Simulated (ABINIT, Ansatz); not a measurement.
# BN (Qingsongite): G0W0 with ABINIT, start to end, part 3 of 3

Aim: the G0W0 gap of BN (Qingsongite) on PBE, step by step.

ABINIT 10.8.3; PBE and many-body steps on it, plane waves. Known limits of the many-body steps: not at the basis limit.

So far. Step 4 (Empty states on the mesh, 8×8×8 mesh, 76 bands): On this mesh the gap is 4.535 eV. Step 5 (Screening, 8×8×8 mesh, 68 bands, screening to 239.5 eV): Local fields lower ε∞ by 8 %.

## Step 6: Self-energy, 8×8×8 mesh, 68 bands, screening to 239.5 eV

The self-energy is evaluated for the states that the input lists, and the levels follow from it, in one-shot runs by the linearised quasiparticle equation.

This step: G0W0 on PBE, plane waves, norm-conserving pseudopotentials.

run.abi reads:

```
acell 3*1.0 Angstrom
rprim 
  -0.000000000000 1.807500000000 1.807500000000
  1.807500000000 0.000000000000 1.807500000000
  1.807500000000 1.807500000000 -0.000000000000
ntypat 2
znucl 5 7
natom 2
typat 1 2
xred 
  0.000000000000 0.000000000000 0.000000000000
  0.250000000000 0.250000000000 0.250000000000
pp_dirpath "pseudos"
pseudos "B.upf, N.upf"
ecut 36
ngkpt 8 8 8
nshiftk 1
shiftk 0 0 0
kptopt 1
chksymbreak 0
istwfk *1
occopt 1
irdwfk 1
optdriver 4
nband 68
gwcalctyp 0
ecutsigx 36
symsigma 1
nkptgw 2
kptgw 
  0.0000000000 0.0000000000 0.0000000000
  0.5000000000 0.5000000000 0.0000000000
bdgw 
  2 7
  3 6
ecuteps 8.8
irdscr 1
ppmodel 1
indata_prefix "in"
outdata_prefix "out"
tmpdata_prefix "tmp"
```

Started as:

```bash
$ OMP_NUM_THREADS=1 mpirun -n 4 abinit run.abi > log
```

Numbers of over 12 decimals in the logs are rounded to 6 here.

What it wrote:

```text
.Version 10.8.3 of ABINIT. v10.8.2 released Aug 2026.

 Symmetries : space group F-4 3 m (#216); Bravais cF (face-center cubic)
[... echo of the input left out ...]
== DATASET  1 ==================================================================
-   mpi_nproc: 4, omp_nthreads: 1 (-1 if OMP is not activated)

--- !DatasetInfo
iteration_state: {dtset: 1, }
dimensions: {natom: 2, nkpt: 29, mband: 68, nsppol: 1, nspinor: 1, nspden: 1, mpw: 869, }
cutoff_energies: {ecut:  36.0, pawecutdg:  -1.0, }
electrons: {nelect:   8.00000000E+00, charge:   0.00000000E+00, occopt:   1.00000000E+00, tsmear:   1.00000000E-02, }

 SIGMA: Calculation of the GW corrections

 Based on a program developped by R.W. Godby, V. Olevano, G. Onida, and L. Reining.
 Incorporated in ABINIT by V. Olevano, G.-M. Rignanese, and M. Torrent.
.Using double precision arithmetic ; gwpc =  8

[... cell and pseudopotentials left out ...]
--------------------------------------------------------------------------------

 ==== K-mesh for the wavefunctions ====
 Number of points in the irreducible wedge :    29
[... list of points left out ...]
 Together with 24 symmetry operations and time-reversal symmetry
 yields   512 points in the full Brillouin Zone.

 ==== Q-mesh for screening function ====
 Number of points in the irreducible wedge :    29
[... list of points left out ...]
 Together with 24 symmetry operations and time-reversal symmetry
 yields   512 points in the full Brillouin Zone.

 vcoul_init : cutoff-mode = AUXILIARY_FUNCTION
 q-points for optical limit:   1
     1)      0.000010    0.000020    0.000030
 setmesh: FFT mesh size selected  =    25x   25x   25
          total number of points  =        15625

 Number of electrons calculated from density =    8.0000; Expected =    8.0000
 average of density, n =  0.100376
 r_s =    1.3348
 omega_plasma =   30.5612 [eV]

 === KS Band Gaps ===
  >>>> For spin  1
   Minimum direct gap =   8.8782 [eV], located at k-point      :   0.0000  0.0000  0.0000
   Fundamental gap    =   4.5349 [eV], Top of valence bands at :   0.0000  0.0000  0.0000
                                       Bottom of conduction at :   0.5000  0.5000  0.0000
 SIGMA fundamental parameters:
 PLASMON POLE MODEL  1
 number of plane-waves for SigmaX                  869
 number of plane-waves for SigmaC and W            113
 number of plane-waves for wavefunctions           869
 number of bands                                    68
 number of independent spin polarizations            1
 number of spinorial components                      1
 number of k-points in IBZ                          29
 number of q-points in IBZ                          29
 number of symmetry operations                      24
 number of k-points in BZ                          512
 number of q-points in BZ                          512
 number of frequencies for dSigma/dE                 9
 frequency step for dSigma/dE [eV]                0.25
 number of omega for Sigma on real axis              0
 max omega for Sigma on real axis  [eV]           0.00
 zcut for avoiding poles [eV]                     0.10

 EPSILON^-1 parameters (SCR file):
 dimension of the eps^-1 matrix on file            113
 dimension of the eps^-1 matrix used               113
 number of plane-waves for wavefunctions           869
 number of bands                                    68
 number of q-points in IBZ                          29
 number of frequencies                               2
 number of real frequencies                          1
 number of imag frequencies                          1

 matrix elements of self-energy operator (all in [eV])

 Perturbative Calculation

--- !SelfEnergy_ee
iteration_state: {dtset: 1, }
kpoint     : [   0.000,    0.000,    0.000, ]
spin       : 1
KS_gap     :    8.878
QP_gap     :   10.930
Delta_QP_KS:    2.052
data: !SigmaeeData |
     Band     E0 <VxcDFT>   SigX SigC(E0)      Z dSigC/dE  Sig(E)    E-E0       E
        2   8.220 -18.520 -22.080   2.519   0.828  -0.208 -19.381  -0.862   7.359
        3   8.220 -18.520 -22.080   2.519   0.828  -0.208 -19.381  -0.862   7.359
        4   8.220 -18.520 -22.080   2.519   0.828  -0.208 -19.381  -0.862   7.359
        5  17.099 -13.778  -7.152  -5.214   0.843  -0.187 -12.588   1.191  18.289
        6  17.099 -13.778  -7.152  -5.214   0.843  -0.187 -12.588   1.191  18.289
        7  17.099 -13.778  -7.152  -5.214   0.843  -0.187 -12.588   1.191  18.289

--- !SelfEnergy_ee
iteration_state: {dtset: 1, }
kpoint     : [   0.500,    0.500,    0.000, ]
spin       : 1
KS_gap     :    9.442
QP_gap     :   11.398
Delta_QP_KS:    1.956
data: !SigmaeeData |
     Band     E0 <VxcDFT>   SigX SigC(E0)      Z dSigC/dE  Sig(E)    E-E0       E
        3   3.313 -16.496 -21.657   3.516   0.817  -0.225 -17.840  -1.343   1.970
        4   3.313 -16.496 -21.657   3.516   0.817  -0.225 -17.840  -1.343   1.970
        5  12.755 -12.570  -7.394  -4.459   0.854  -0.171 -11.958   0.612  13.367
        6  17.562 -12.696  -6.779  -5.052   0.851  -0.175 -11.960   0.736  18.298

== END DATASET(S) ==============================================================
================================================================================

 -outvars: echo values of variables after computation  --------
           etotal      0.0000000000E+00
            nband          68
             nkpt          29
          spgroup         216
 [... the other variables as echoed above ...]

 Calculation completed.
```

The job ended after 6.6 s (4 MPI ranks of Arm Neoverse V1, shared host; peak memory 0.65 GiB).

Numbers from this step:

- G0W0 gap on the points computed: 6.008 eV
- starting gap on the mesh: 4.535 eV
- k of the valence top: 0, 0, 0
- k of the conduction bottom: 0.5, 0.5, 0
- Z at the valence top: 0.828
- Z at the conduction bottom: 0.854
- least direct G0W0 gap on the computed points: 10.93 eV

The gap on the mesh goes from 4.53 eV to 6.01 eV, a correction of +1.47 eV.

Limits: finite bands, cutoff and mesh. v1 is the top filled band, c1 the lowest empty one. Levels before and after the correction, in eV, zero at the valence-band top of each column:

```
           conduction bottom  valence top
Kohn-Sham               4.53         0.00
     G0W0               6.01         0.00
```

```
                       level  energy (eV)
Kohn-Sham            Γ v3-v1        0.000
Kohn-Sham            Γ c1-c3        8.878
Kohn-Sham  (0.5 0.5 0) v2-v1       -4.907
Kohn-Sham     (0.5 0.5 0) c1        4.535
Kohn-Sham     (0.5 0.5 0) c2        9.342
     G0W0            Γ v3-v1        0.000
     G0W0            Γ c1-c3       10.930
     G0W0  (0.5 0.5 0) v2-v1       -5.389
     G0W0     (0.5 0.5 0) c1        6.008
     G0W0     (0.5 0.5 0) c2       10.939
```

## Step 7: Where the time went

Times are wall times on 4 MPI ranks of Arm Neoverse V1, shared host, good to a factor of about two.

```
                          step   time  share  memory (GiB)
                  ground state  4.9 s    7 %          0.25
bands along the symmetry lines  3.7 s    5 %          0.23
      empty states on the mesh  8.1 s   11 %          0.38
                     screening   49 s   68 %          0.65
                   self-energy  6.6 s    9 %          0.65
```

## Step 8: Summary of results

| Item | Value |
| --- | --- |
| PBE gap | 4.54 eV, indirect |
| G0W0 gap on the mesh | 6.01 eV |
| GW settings | 8×8×8 mesh, 68 bands, screening to 239.5 eV, Godby-Needs plasmon pole |
| known limits | not at the basis limit |

G0W0 moves the gap on the mesh from 4.53 eV to 6.01 eV (+1.47 eV), with Z of 0.83 and 0.85 at the edges. Local fields lower the RPA ε∞ on this mesh from 4.66 to 4.31. Only 2 of the mesh's irreducible points were corrected, so a valley elsewhere could overtake. The dearest step here is «screening». Bands and cutoff are finite, so the gap is not at the basis limit. The miss can reach some tenths of an eV and take either sign; the mesh is an error of its own. In the G0W0 run levels were corrected at 2 k points alone, so a gap called «on the mesh» is the least over those, and an edge elsewhere would be missed.

[Paths, hosts, dates, memory and timing lines, banners, echoed tables and standing remarks are left out of the program output.]

[Logs are printed without paths, hosts, clocks, repeated set-up lines and the standing remarks that a program may print on its own settings, such as how far it seeks lower states.]

[Runs of the session that timed out or met a known fault of the program may be left out.]

[Hosts, paths, dates, database ids (printed as entryN), source tags and the programs' standing remarks are cut or masked in the printed files.]

[G0W0 gaps are taken among the corrected bands and points alone; a level outside them can change the order at an edge.]

[Where Ansatz stands beside ABINIT at settings called matched, ABINIT's density can come from a denser mesh and the files from another edition; pairs whose starting gaps differed by over 0.03 eV were left out, so agreement reads better than it is.]
